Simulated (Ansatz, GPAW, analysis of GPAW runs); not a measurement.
# Reproducing a measured hyperfine coupling: NV- centre in 3C-SiC (GPAW), part 2 of 2

Aim: the hyperfine coupling of the NV- centre in 3C-SiC, to be set beside the measurement. Set-up: PBE, plane waves 500 eV, 64-site cell, PBE lattice, k: the zone centre alone then 2x2x2 shifted, start relaxed with Ansatz. The model is a cell of 64 host atoms with 1 site emptied and N put on another atom's site. The isotropic coupling follows from the spin density at the nucleus, the nuclear g-factor and the total spin. A local or semilocal functional is the cheapest first rung.

GPAW 26.7.0; PBE, plane waves 500 eV, 64-site cell, PBE lattice, k: the zone centre alone then 2x2x2 shifted, start relaxed with Ansatz.

So far: Set-up; Relaxation, charge −1.

## 2. Relaxation, charge −1 (continued)

Level of this step: GPAW plane-wave PAW DFT, PBE; relaxation of all atoms of a defect supercell (GPAW).

The steps of the relaxation:

| step | energy less that of the first step (eV) |
| --- | --- |
| 0 | 0.0000 |
| 1 | -0.0009 |
| 2 | -0.0014 |
| 3 | -0.0016 |
| 4 | -0.0019 |
| 5 | -0.0019 |

The atoms that moved most (Å):

| atom | dx | dy | dz | length |
| --- | --- | --- | --- | --- |
| N16 | 0.006 | -0.006 | -0.006 | 0.011 |
| C23 | 0.004 | 0.004 | 0.004 | 0.007 |
| C38 | -0.004 | 0.004 | -0.004 | 0.007 |
| C60 | -0.004 | -0.004 | 0.004 | 0.007 |

The atoms nearest to the centre after the run:

| atom | distance (Å) |
| --- | --- |
| C23 | 2.080 |
| C38 | 2.082 |
| C60 | 2.082 |
| N16 | 2.156 |
| Si19 | 3.075 |
| Si28 | 3.076 |
| Si34 | 3.077 |
| Si57 | 3.077 |
| Si44 | 3.078 |
| Si58 | 3.078 |
| Si12 | 3.088 |
| Si27 | 3.089 |
| Si42 | 3.090 |
| Si50 | 3.096 |
| Si51 | 3.097 |
| Si59 | 3.098 |

Numbers from this step:

```yaml
total_moment: 2.000 μB
```

First to last step the energy falls by 0.002 eV; the largest move, 0.011 Å, is that of N16.

## 3. Hyperfine parameters

The relaxed structure is kept, and the final numbers are taken at the final level and k-points.

This step: GPAW plane-wave PAW DFT, PBE; single point of a defect supercell.

Contents of run.py:

```python
import numpy as np
from ase.io import read, write
from ase.parallel import parprint, world
from gpaw import GPAW, PW
from gpaw.hyperfine import hyperfine_parameters
from gpaw.mpi import serial_comm
from ase import units

atoms = read('POSCAR')
magmoms = np.zeros(len(atoms))
magmoms[[15, 41, 37, 59]] = 2 / 4
atoms.set_initial_magnetic_moments(magmoms)
calc = GPAW(mode=PW(500),
            xc='PBE',
            kpts={'size': (2, 2, 2), 'gamma': False},
            charge=-1,
            occupations={'name': 'fermi-dirac', 'width': 0.01, 'fixmagmom': True},
            nbands=136,
            convergence={'density': 1e-05, 'bands': 133},
            maxiter=150,
            symmetry={'point_group': False},
            txt='gpaw.txt')
atoms.calc = calc
energy = atoms.get_potential_energy()
forces = atoms.get_forces()
parprint(f'Energy: {energy:.6f} eV, largest force {np.linalg.norm(forces, axis=1).max():.4f} eV/A')
calc.write('gs.gpw')
write('final.xyz', atoms)
parprint('Moments:', atoms.get_magnetic_moments().round(3))
for s in range(calc.get_number_of_spins()):
    parprint('Levels (eV), spin', s, calc.get_eigenvalues(kpt=0, spin=s)[-16:].round(3))
mhz = units._e / units._hplanck * 1e-6 / max(abs(atoms.get_magnetic_moment()), 1e-9)
world.barrier()
if world.rank == 0:
    serial = GPAW('gs.gpw', communicator=serial_comm, txt=None)
    A = hyperfine_parameters(serial)  # eV, to be multiplied by the nuclear g-factor
    parprint('Coupling n 14N (MHz):', round(np.mean([np.trace(A[i]) / 3 for i in [15]]) * 0.403761 * mhz, 3))
```

Contents of POSCAR:

```
Si C  Si C  N  Si C  Si C  Si C  Si C  Si C  Si C 
 1.0000000000000000
     8.7765507419321782   -0.0000000000000018    0.0000000000000000
     0.0000000000000000    0.0000000000000000   -8.7765507419321853
     0.0000000000000018    8.7765507419321782    0.0000000000000000
 Si  C   Si  C   N   Si  C   Si  C   Si  C   Si  C   Si  C   Si  C  
   4   4   4   3   1   4   4   4   4   4   4   4   4   4   4   3   4
Direct
  0.0000310326924561 -0.0001454398245431  0.0002103901697028
  0.0004635363162162  0.2503437950290127  0.2511118404945047
[... 9 atom lines left out ...]
  0.2512942766299616  0.2511172013704777  0.5052186411701677
[... 3 atom lines left out ...]
  0.3582888679690721  0.3581144600444772  0.6419496947794825
[... 2 atom lines left out ...]
  0.2525442050269556  0.5001315834737204  0.2518865298001240
[... 3 atom lines left out ...]
  0.3644679936409486  0.6375018847971963  0.3625632852319685
[... 3 atom lines left out ...]
  0.2512953271565603  0.4948479029751341  0.7489461228310410
  0.2525448601818301  0.7481784339976801  0.4999333529784893
[... 5 atom lines left out ...]
  0.5003094198522587  0.2523713489648636  0.2518888940546712
[... 3 atom lines left out ...]
  0.6376743659967604  0.3643000210463211  0.3625690380614667
[... 5 atom lines left out ...]
  0.7483538867518752  0.2523709467567405  0.4999329895099588
[... 12 atom lines left out ...]
  0.5003096841930081  0.7481751912659012  0.7476924663179609
  0.7483514700849380  0.5001308303304647  0.7476932673160076
[... 1 atom line left out ...]
  0.6376705512862910  0.6374922705418378  0.6357616043101229
[... 2 atom lines left out ...]
  0.8764137616444306  0.8762361440306500  0.6246949230071882
```

Command:

```sh
> OMP_NUM_THREADS=1 mpirun -n 8 gpaw python run.py > stdout
```

Output:

```text
__  _  _
 | _ |_)|_||  |
 |__||  | ||/\| - 26.7.0

Input parameters:
  mode=PW(ecut=500.0),
  charge=-1,
  convergence={'density': 1e-05, 'bands': 133},
  kpts=MonkhorstPack(size=(2, 2, 2), gamma=False),
  maxiter=150,
  nbands=136,
  occupations=Occupations(name='fermi-dirac', width=0.01, fixmagmom=True),
  symmetry=Symmetry(point_group=False),
  xc=XC(name='PBE')

Diagonalizing LCAO Hamiltonian
Converting LCAO to pw mode

                 Si        Si
                    C          C
          Si C       Si C
           Si Si      Si Si
       Si     CSiCSi     CSiC
           C     SN  C       C
        Si  C      Si  C   Si  C
          Si Si C      Si  C
           Si Si      SiCSi
       Si     CSiCSi     CSiC
           C       C C        C
         Si C      Si  C
             Si        Si
                C          C

Atoms  # Å, Bohr magnetons
|    | symbol |         x |         y |         z |    initial magnetic moments |
|----|--------|-----------|-----------|-----------|-----------------------------|
|  0 |     Si |  0.000272 |  0.001847 |  0.001276 | ( 0.0000,  0.0000,  0.0000) |
|  1 |     Si |  0.004068 |  2.203896 | -2.197155 | ( 0.0000,  0.0000,  0.0000) |
|  2 |     Si |  2.198702 |  2.203893 | -0.002532 | ( 0.0000,  0.0000,  0.0000) |
|  3 |     Si |  2.193393 |  0.004510 | -2.191835 | ( 0.0000,  0.0000,  0.0000) |
|  4 |      C |  1.098114 |  1.103381 | -1.096577 | ( 0.0000,  0.0000,  0.0000) |
|  5 |      C |  1.118737 |  3.314384 | -3.289988 | ( 0.0000,  0.0000,  0.0000) |
|  6 |      C |  3.291549 |  3.314391 | -1.117199 | ( 0.0000,  0.0000,  0.0000) |
|  7 |      C |  3.289427 |  1.097964 | -3.287880 | ( 0.0000,  0.0000,  0.0000) |
|  8 |     Si |  0.004311 |  4.391011 | -0.002785 | ( 0.0000,  0.0000,  0.0000) |
|  9 |     Si | -0.002386 |  6.585280 | -2.191831 | ( 0.0000,  0.0000,  0.0000) |
| 10 |     Si |  2.193382 |  6.585278 |  0.003947 | ( 0.0000,  0.0000,  0.0000) |
| 11 |     Si |  2.205497 |  4.434077 | -2.203943 | ( 0.0000,  0.0000,  0.0000) |
| 12 |      C |  1.091634 |  5.490362 | -1.090085 | ( 0.0000,  0.0000,  0.0000) |
| 13 |      C |  1.091658 |  7.687009 | -3.286753 | ( 0.0000,  0.0000,  0.0000) |
| 14 |      C |  3.288300 |  7.687025 | -1.090101 | ( 0.0000,  0.0000,  0.0000) |
| 15 |      N |  3.144540 |  5.634104 | -3.143010 | ( 0.0000,  0.0000,  0.5000) |
| 16 |     Si |  0.004321 | -0.002229 | -4.386123 | ( 0.0000,  0.0000,  0.0000) |
| 17 |     Si |  0.008743 |  2.194616 | -6.582518 | ( 0.0000,  0.0000,  0.0000) |
[...]
| 20 |      C |  1.095912 |  1.091058 | -5.481025 | ( 0.0000,  0.0000,  0.0000) |
| 21 |      C |  1.095909 |  3.296106 | -7.686074 | ( 0.0000,  0.0000,  0.0000) |
| 22 |      C |  3.198772 |  3.182055 | -5.595068 | ( 0.0000,  0.0000,  0.0000) |
[...]
| 50 |     Si |  6.579419 |  2.199263 | -4.391298 | ( 0.0000,  0.0000,  0.0000) |
| 51 |     Si |  6.584052 | -0.006612 | -6.582509 | ( 0.0000,  0.0000,  0.0000) |
[...]
| 55 |      C |  7.682004 |  1.096660 | -7.680463 | ( 0.0000,  0.0000,  0.0000) |
| 56 |     Si |  4.390993 |  6.562161 | -6.566398 | ( 0.0000,  0.0000,  0.0000) |
| 57 |     Si |  6.567945 |  6.562168 | -4.389424 | ( 0.0000,  0.0000,  0.0000) |
| 58 |     Si |  6.579410 |  4.385833 | -6.577851 | ( 0.0000,  0.0000,  0.0000) |
| 59 |      C |  5.596548 |  5.579794 | -5.594983 | ( 0.0000,  0.0000,  0.5000) |
| 60 |      C |  5.482558 |  7.682737 | -7.686038 | ( 0.0000,  0.0000,  0.0000) |
| 61 |      C |  7.687570 |  7.682737 | -5.481008 | ( 0.0000,  0.0000,  0.0000) |
| 62 |      C |  7.691890 |  5.482667 | -7.690331 | ( 0.0000,  0.0000,  0.0000) |

Unit cell  # Å
| periodic |        x |         y |         z |  lengths |    angles |
|----------|----------|-----------|-----------|----------|-----------|
|      yes | 8.776551 | -0.000000 |  0.000000 | 8.776551 | 90.000000 |
|      yes | 0.000000 |  0.000000 | -8.776551 | 8.776551 | 90.000000 |
|      yes | 0.000000 |  8.776551 |  0.000000 | 8.776551 | 90.000000 |

Number of symmetries: 1
Symmetry operations  # r_c * U_cc + t_c -> r_c
|   | kind |            matrix            |
|---|------|------------------------------|
| 0 |  E   |  1, 0, 0,  0, 1, 0,  0, 0, 1 |

BZ-sampling:
  Number of BZ points: 8
  Number of IBZ points: 4

  Monkhorst-Pack size: [2, 2, 2]
  Monkhorst-Pack shift: [0, 0, 0]

K-points  # in reciprocal-cell coordinates
|   |                                coordinates |     weight |
|---|--------------------------------------------|------------|
| 0 | (  0.25000000,  -0.25000000,  -0.25000000) | 0.25000000 |
| 1 | (  0.25000000,  -0.25000000,   0.25000000) | 0.25000000 |
| 2 | (  0.25000000,   0.25000000,  -0.25000000) | 0.25000000 |
| 3 | (  0.25000000,   0.25000000,   0.25000000) | 0.25000000 |

Plane wave coefficients: 17172
Cutoff: 500.0 eV

Spin-components: 2 (collinear spins)
Bands:           136
Projectors:      315
Spin-degeneracy: 1
Datatype:        complex128

Density:
  Valence electrons: 253.0
  Components: 2
  Grid points: [48 48 48]
  Charge: -1.0  # |e|

Potential:
  Grid points: [48 48 48]

species:
  Si:
    name:    Silicon
    Z:       14.0
    valence: 4
    core:    10
    charge:  0.0  # [|e|]
[...]
|   2s |  2.000 |     -13.751 |    0.635 |
    |   2p |  2.000 |      -5.284 |    0.635 |
    |    s |        |      13.461 |    0.635 |
    |    p |        |      21.927 |    0.635 |
    |    d |        |       0.000 |    0.635 |

    Using partial waves for C as LCAO basis

  N:
    name:    Nitrogen
    Z:       7.0
    valence: 5
    core:    2
    charge:  0.0  # [|e|]
    compensation charges:
      type: gauss
      rc: 0.18  # [Å]
      lmax: 2
    cutoffs:
      filter: 1.11  # [Å]
      core: 0.96  # [Å]
    projectors
    | kind |    occ | energy [eV] | rcut [Å] |
    |------|--------|-------------|----------|
    |   2s |  2.000 |     -18.583 |    0.603 |
    |   2p |  3.000 |      -7.089 |    0.529 |
    |    s |        |       8.629 |    0.603 |
    |    p |        |      20.123 |    0.529 |
    |    d |        |       0.000 |    0.577 |

    Using partial waves for N as LCAO basis

Reference energy: -277814.864841  # eV

eigensolver:
  PPCG
  Converge bands: 133
  niter=2

density mixing:
  MSR1-Mixer
  Pratt-step length: 0.05
  Maximum mixing coefficient: 0.75
  Old densities: 10
  SVD Regularization: 0.005
  Good broyden scale: 1.0
  Trust region scale: 1.0
  Backstep threshold: 4.0
  History deletion threshold: 6.0
  Fourier metric: weight=20.0, sigma=0.015

occupation numbers:
  Fixed magnetic moment: 2.000
  Fermi-Dirac:
    width: 0.0100  # eV

poisson solver:
  ecut: 4000.0  # eV
  uniform background charge: -1.0  # electrons

xc functional:
  name: PBE with 2 nearest neighbor stencil

Initialization done in: 10.837 s

convergence criteria:
- Maximum integral of absolute [dens]ity change: 1e-05 electrons / valence electron
- Maximum [total energy] change in last 3 cyles: 0.0005 eV / valence electron
- Maximum integral of absolute [eigenst]ate change: 4e-08 eV^2 / valence electron
maximum number of iterations: 150

SCF iterations
|iter     | |      energy | eigst |  dens |  magmom |
|---------|-|-------------|-------|-------|---------|
|iter:   1| | -505.714243 | +0.05 |       |  +1.9964|
|iter:   2| | -495.262968 | -1.28 | -0.57 |  +1.9966|
|iter:   3| | -460.315197 | -0.21 | -0.60 |  +1.9987|
|iter:   4| | -461.321049 | -0.92 | -1.22 |  +1.9993|
|iter:   5| | -459.392634 | -1.19 | -1.46 |  +1.9994|
|iter:   6| | -459.327507 | -2.01 | -1.60 |  +1.9998|
|iter:   7| | -459.228845 | -2.57 | -1.98 |  +1.9999|
|iter:   8| | -459.244712c| -3.53 | -2.34 |  +2.0000|
|iter:   9| | -459.257105c| -3.59 | -2.58 |  +2.0000|
|iter:  10| | -459.257946c| -4.09 | -2.95 |  +2.0000|
|iter:  11| | -459.258023c| -4.48 | -3.16 |  +2.0000|
|iter:  12| | -459.258222c| -4.83 | -3.44 |  +2.0000|
|iter:  13| | -459.258261c| -5.14 | -3.73 |  +2.0000|
|iter:  14| | -459.258268c| -5.49 | -4.12 |  +2.0000|
|iter:  15| | -459.258268c| -5.70 | -4.32 |  +2.0000|
|iter:  16| | -459.258268c| -5.95 | -4.53 |  +2.0000|
|iter:  17| | -459.258268c| -6.17 | -4.86 |  +2.0000|
|iter:  18| | -459.258268c| -6.40 | -5.17c|  +2.0000|
|iter:  19| | -459.258268c| -6.60 | -5.50c|  +2.0000|
|iter:  20| | -459.258268c| -6.82 | -5.79c|  +2.0000|
|iter:  21| | -459.258268c| -7.02 | -6.03c|  +2.0000|
|iter:  22| | -459.258268c| -7.22 | -6.31c|  +2.0000|
|iter:  23| | -459.258268c| -7.41c| -6.68c|  +2.0000|

Converged in 23 steps
SCF loop duration: 206.530 s (8.980 s/step)
Energy contributions relative to reference atoms: (reference = -277814.864841)

Energy contributions:
  Kinetic:         469.121091
  Coulomb:        -382.580233
  Zero:             -0.773663
  External:          0.000000
  Xc:             -545.025463
  Entropy:          -0.000000
  Spinorbit:         0.000000
  ----------------------------
  Free energy:    -459.258268
  Extrapolated:   -459.258268

dipole moment: (-117.508206, 33.348622, 42.014467)  # |e|*Ang

Total magnetic moment: (0.000000, 0.000000, 2.000000)

Local magnetic moments
|        x |        y |         z |
|----------|----------|-----------|
| 0.000000 | 0.000000 |  0.000122 |  # Si   0
| 0.000000 | 0.000000 | -0.000493 |  # Si   1
| 0.000000 | 0.000000 | -0.000493 |  # Si   2
| 0.000000 | 0.000000 | -0.000621 |  # Si   3
| 0.000000 | 0.000000 |  0.001211 |  # C    4
| 0.000000 | 0.000000 |  0.001303 |  # C    5
| 0.000000 | 0.000000 |  0.001302 |  # C    6
| 0.000000 | 0.000000 |  0.001510 |  # C    7
| 0.000000 | 0.000000 |  0.009912 |  # Si   8
| 0.000000 | 0.000000 | -0.000622 |  # Si   9
[...]
Fermi levels: 9.776, 8.480
Eigenvalues  # (at kpt = [0.250, -0.250, -0.250])
| band index |      eig [eV] | occ [0-1] |      eig [eV] | occ [0-1] |
|------------|---------------|-----------|---------------|-----------|
|          0 |        -8.035 |     1.000 |        -8.027 |     1.000 |
|        ... |               |           |               |           |
|        119 |         6.791 |     1.000 |         6.884 |     1.000 |
|        120 |         6.901 |     1.000 |         6.944 |     1.000 |
|        121 |         6.953 |     1.000 |         7.066 |     1.000 |
|        122 |         7.064 |     1.000 |         7.095 |     1.000 |
|        123 |         7.332 |     1.000 |         7.403 |     1.000 |
|        124 |         7.356 |     1.000 |         7.428 |     1.000 |
|        125 |         7.705 |     1.000 |         8.240 |     1.000 |
|        126 |         7.954 |     1.000 |         8.842 |     0.000 |
|        127 |         8.291 |     1.000 |         9.189 |     0.000 |
[...]
|        131 |        11.301 |     0.000 |        11.318 |     0.000 |
|        132 |        11.369 |     0.000 |        11.390 |     0.000 |
|        133 |        11.373 |     0.000 |        11.409 |     0.000 |
|        134 |        11.896 |     0.000 |        11.910 |     0.000 |
|        135 |        12.174 |     0.000 |        12.221 |     0.000 |

Gap: 0.826 eV
Transition (v -> c):
  (s=1, k=2, n=127, [0.25, 0.25, -0.25]) -> (s=0, k=1, n=128, [0.25, -0.25, 0.25])
Direct/indirect transitions are different
Direct gap: 0.841 eV
Transition at: (s=1->0, k=2, n=127, [0.25, 0.25, -0.25])

Forces  # eV/Ang
|        x |        y |        z |
|----------|----------|----------|
[...]
| -0.01959 | -0.01306 |  0.01953 |  # Si  58
| -0.12168 | -0.21476 |  0.12159 |  # C   59
| -0.07891 |  0.00178 | -0.00079 |  # C   60
|  0.00086 |  0.00176 |  0.07890 |  # C   61
|  0.00198 | -0.02825 | -0.00230 |  # C   62

# Writing to gs.gpw (mode='')
```

The job ended after 3.7 min (8 MPI ranks of Arm Neoverse V2, shared host; peak memory 5.8 GiB).

Numbers from this step:

```yaml
total_moment: 2.000 μB
```

## 4. Outcome

| Quantity | Value |
| --- | --- |
| 14N, isotropic part (sign not measured) | -0.9 MHz |

What this shows: 14N, isotropic part (sign not measured): computed -0.9 MHz, measured -1.26 MHz (size measured, sign taken from theory); 0.4 MHz (31 %) smaller in size than the measurement. Only the isotropic (Fermi contact) part is computed, with core polarisation; no vibrational averaging. Limits: the periodic copies of the defect are only 8.8 Å apart.

[Logs are printed without paths, hosts, clocks, repeated set-up lines and the standing remarks that a program may print on its own settings, such as how far it seeks lower states.]

[Hosts, paths, dates, database ids (printed as entryN), source tags and the programs' standing remarks are cut or masked in the printed files.]

[For some hosts the program warned that the k-mesh of the response run may be too coarse for force constants and the static dielectric constant; such warnings are not shown here.]
